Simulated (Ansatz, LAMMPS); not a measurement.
# Ga2O3 with crystalline order left by the classical run (100 atoms): where an added charge goes, part 4 of 4

Does an extra electron or hole in Ga2O3 with crystalline order left by the classical run (100 atoms) stay spread out, or do the atoms trap it?

Ansatz 0.2.0; Kohn-Sham DFT, PBE, PAW (set soft_1), plane waves.

The cell: 40 Ga and 60 O. The quench rate of 100 K/ps is orders of magnitude faster than experiment. The network of bonds at the start is that of the classical potential that made the cell. Only the Γ point is sampled, in a cell whose shortest periodic width is 10 Å.

So far. Step 8 (Neutral at the geometry of the electron): Neutral at the geometry of the electron: the energy stands 0.00135 eV above that of the reference. Step 9 (An extra hole, atoms held): An extra hole, atoms held: the energy stands 8.82 eV below that of the reference, with a moment of 1.00 μB.

## 9. An extra hole, atoms held (continued)

Spin density in the ab plane at fractional z = 0.386, with atoms of Ga and O within 0.2 Å of it.

Ten even steps from '0' (-0.05 × 1e-2 e/Å³) to '9' (3.09 × 1e-2 e/Å³), each cell a mean:
```
0000000000000000000000000000
0000000000000000000000000000
0001100000000000000000001000
0000000000000000000000012100
0000000000000000000000000000
0000000000000000120000001000
0000000000000001210000000000
0000000000000000100000000000
0000000000000000000000000110
0000000000000000000000001551
0000000000220000000000000430
0000000000220000000000002530
0000000000000000000000000110
0000000000000000000000000000
0000000000000000000000000000
0000000000220000000000000000
0000000000341000000000000000
0000000000110000000000000000
0000000000000000000000000000
0015720000000000000000000000
0016910000000000000000000000
0001100000000000000000000000
0000000000000000000000000000
0000000000000000000000000000
```
Columns run along a (10.0 Å), rows up along b (10.0 Å). Atoms in or near the plane, at fractional coordinates: Ga at (0.76, 0.13), Ga at (0.01, 0.28), Ga at (0.49, 0.16), Ga at (0.75, 0.63), O at (0.91, 0.55), O at (0.15, 0.16), O at (0.59, 0.73), O at (0.39, 0.31).

## 10. An extra hole, atoms relaxed

The atoms now respond to the charge; the energy gained comes from screening by the atoms, from trapping if the charge localises, and from any strain left in the reference.

Input and log are left out; they have the form of those shown for this kind of step.

Wall time 8.3 min (4 threads of Arm Neoverse V1, shared host); peak memory 2.8 GiB; 33 min of CPU time.

The relaxation converged after 9 steps, 0.175 eV below its start, with a largest force component of 0.040 eV/Å.

An extra hole, atoms relaxed: the energy stands 9.00 eV below that of the reference, with a moment of 1.00 μB.

## 11. An extra hole, levels at the relaxed geometry

A single point at the new geometry gives levels and spin density.

Input and log are left out; they have the form of those shown for this kind of step.

Elapsed: 88 s, on 4 threads of Arm Neoverse V1, shared host; peak memory 2.9 GiB.

An extra hole, levels at the relaxed geometry: the energy stands 9.00 eV below that of the reference, with a moment of 1.00 μB.

A closer look about O76, which holds the most spin: 16 atoms, nearest first, numbered in the order of the input, with positions taken from that point.

| atom | x | y | z | distance (Å) | Löwdin charge (e) | moment (μB) |
| --- | --- | --- | --- | --- | --- | --- |
| O76 | 0.00 | 0.00 | 0.00 | 0.00 | -0.51 | 0.39 |
| Ga15 | 1.68 | 0.36 | 0.71 | 1.86 | 1.07 | 0.00 |
| Ga13 | -0.85 | 1.65 | -0.45 | 1.91 | 1.08 | 0.00 |
| O47 | 0.85 | 0.59 | 2.61 | 2.81 | -0.65 | 0.03 |
| O82 | 2.68 | -0.02 | -0.86 | 2.82 | -0.64 | 0.01 |
| O74 | -2.40 | -0.96 | 1.17 | 2.83 | -0.66 | 0.05 |
| O97 | 0.39 | -0.76 | -2.73 | 2.86 | -0.57 | 0.23 |
| O87 | 0.38 | 2.08 | -1.93 | 2.86 | -0.63 | 0.01 |
| O72 | -0.02 | 2.74 | 0.92 | 2.89 | -0.67 | 0.01 |
| O93 | -2.58 | 1.13 | -0.93 | 2.96 | -0.65 | 0.00 |
| Ga16 | -1.14 | -2.23 | 1.65 | 3.00 | 1.11 | 0.00 |
| O73 | 0.67 | -2.23 | 2.00 | 3.07 | -0.68 | 0.01 |
| Ga12 | 1.71 | 0.62 | -2.54 | 3.13 | 1.05 | 0.00 |
| O63 | -2.20 | 1.68 | 1.70 | 3.25 | -0.67 | 0.00 |
| Ga20 | -0.58 | 1.86 | 2.62 | 3.26 | 1.08 | 0.00 |
| O45 | 2.39 | 2.25 | 0.18 | 3.29 | -0.64 | 0.00 |

The distance from O76 to O82 changes most, from 2.95 Å in the neutral cell to 2.82 Å.

The levels nearest the highest filled one (over half full), pooled over k-points and spins:

| level less the highest filled one (eV) | occupation |
| --- | --- |
| -0.0546 | 1 |
| -0.0356 | 1 |
| -0.0082 | 1 |
| 0 | 1 |
| 0.229 | 0 |
| 2.03 | 0 |
| 2.04 | 0 |
| 4.43 | 0 |

Spin density in the ab plane at fractional z = 0.377, with atoms of Ga and O within 0.2 Å of it.

Ten even steps from '0' (-0.03 × 1e-2 e/Å³) to '9' (4.73 × 1e-2 e/Å³), each cell a mean:
```
0000000000000000000000000000
0000000000000000000000000000
0013200000000000000000000000
0001100000000000000000000000
0000000000000000000000000000
0000000000000000000000000000
0000000000000000000000000000
0000000000000000000000000000
0000000000000000000000000000
0000000000000000000000000000
0000000000000000000000000000
0000000000000000000000000000
0000000000000000000000000000
0000000000000000000000000000
0000000000000000000000000000
0000000000000000000000000000
0000000000000000000000000000
0000000000000000000000000000
0000000000000000000000000000
0004710000000000000000000000
0016910000000000000000000000
0001100000000000000000000000
0000000000000000000000000000
0000000000000000000000000000
```
Columns run along a (10.0 Å), rows up along b (10.0 Å). Atoms in or near the plane, at fractional coordinates: Ga at (0.76, 0.13), Ga at (0.01, 0.29), Ga at (0.49, 0.16), Ga at (0.25, 0.72), O at (0.91, 0.55), O at (0.15, 0.16), O at (0.59, 0.73), O at (0.39, 0.31).

## 12. Neutral at the geometry of the hole

The neutral cell at the new geometry gives the energy of that geometry without the charge.

Input and log are left out; they have the form of those shown for this kind of step.

Elapsed: 37 s, on 4 threads of Arm Neoverse V1, shared host; peak memory 1.7 GiB.

Neutral at the geometry of the hole: the energy stands 0.484 eV above that of the reference.

## 13. Energies and spread of the extra charge

Energies are differences within one cell and functional; the shift is the gain plus the neutral cell's energy at the new geometry, that is how much cheaper the vertical process becomes there. The spread is the participation number of the site moments (1/Σw², over the spin inside atomic spheres), with the atom that holds the largest share and the spin that the spheres hold in all.

| carrier | charged less neutral, atoms held (eV) | gain on relaxing (eV) | neutral cell at that geometry, less the reference (eV) | shift of the vertical energy (eV) | spread, atoms held | spread, relaxed |
| --- | --- | --- | --- | --- | --- | --- |
| electron | 10.793 | 0.005 | 0.001 | 0.006 | - | - |
| hole | -8.824 | 0.175 | 0.484 | 0.659 | 22; O76 12 % of 0.90 μB | 4; O76 44 % of 0.89 μB |

## 14. Outcome

The extra electron gains 0.0046 eV as the atoms relax: so small a gain shows no trapping at this level. The cell with the electron keeps a moment of only 0.00 μB where one unpaired electron should give 1 μB: the carrier is shared between both spins, which can hide trapping. The extra hole gains 0.17 eV as the atoms relax, and its spin goes from about 22 to 4 atoms: a partial localisation as the atoms move, with the largest share on O76. The O76–O82 distance goes from 2.95 to 2.82 Å. Adding the two vertical energies gives 1.97 eV, against a gap of 1.81 eV in the neutral cell. The zero of the potential cancels in this sum; the excess isn't taken apart here: charging of a small cell, filling of bands on a coarse mesh and the attraction to the background can all enter.

Caveats: Single energies of charged cells hang on the program's zero of potential. In the spin-polarised runs the search for a state of lower energy was switched off. No distortion was seeded, so a trapped state behind a barrier can't be found. Local and semilocal functionals favour spread-out charges, so trapping can be missed. The stress is far from hydrostatic: its diagonal is 1.1, 12.5, 12.5 GPa, compression counted positive. The pressure of 8.7 GPa means that a free cell would grow at this level. Charged cells carry a uniform background, with no correction for images.

The DFT runs together took 25 min of wall time.

[Logs are printed without paths, hosts, clocks, repeated set-up lines and the standing remarks that a program may print on its own settings, such as how far it seeks lower states.]

[Hosts, paths, dates, database ids (printed as entryN), source tags and the programs' standing remarks are cut or masked in the printed files.]
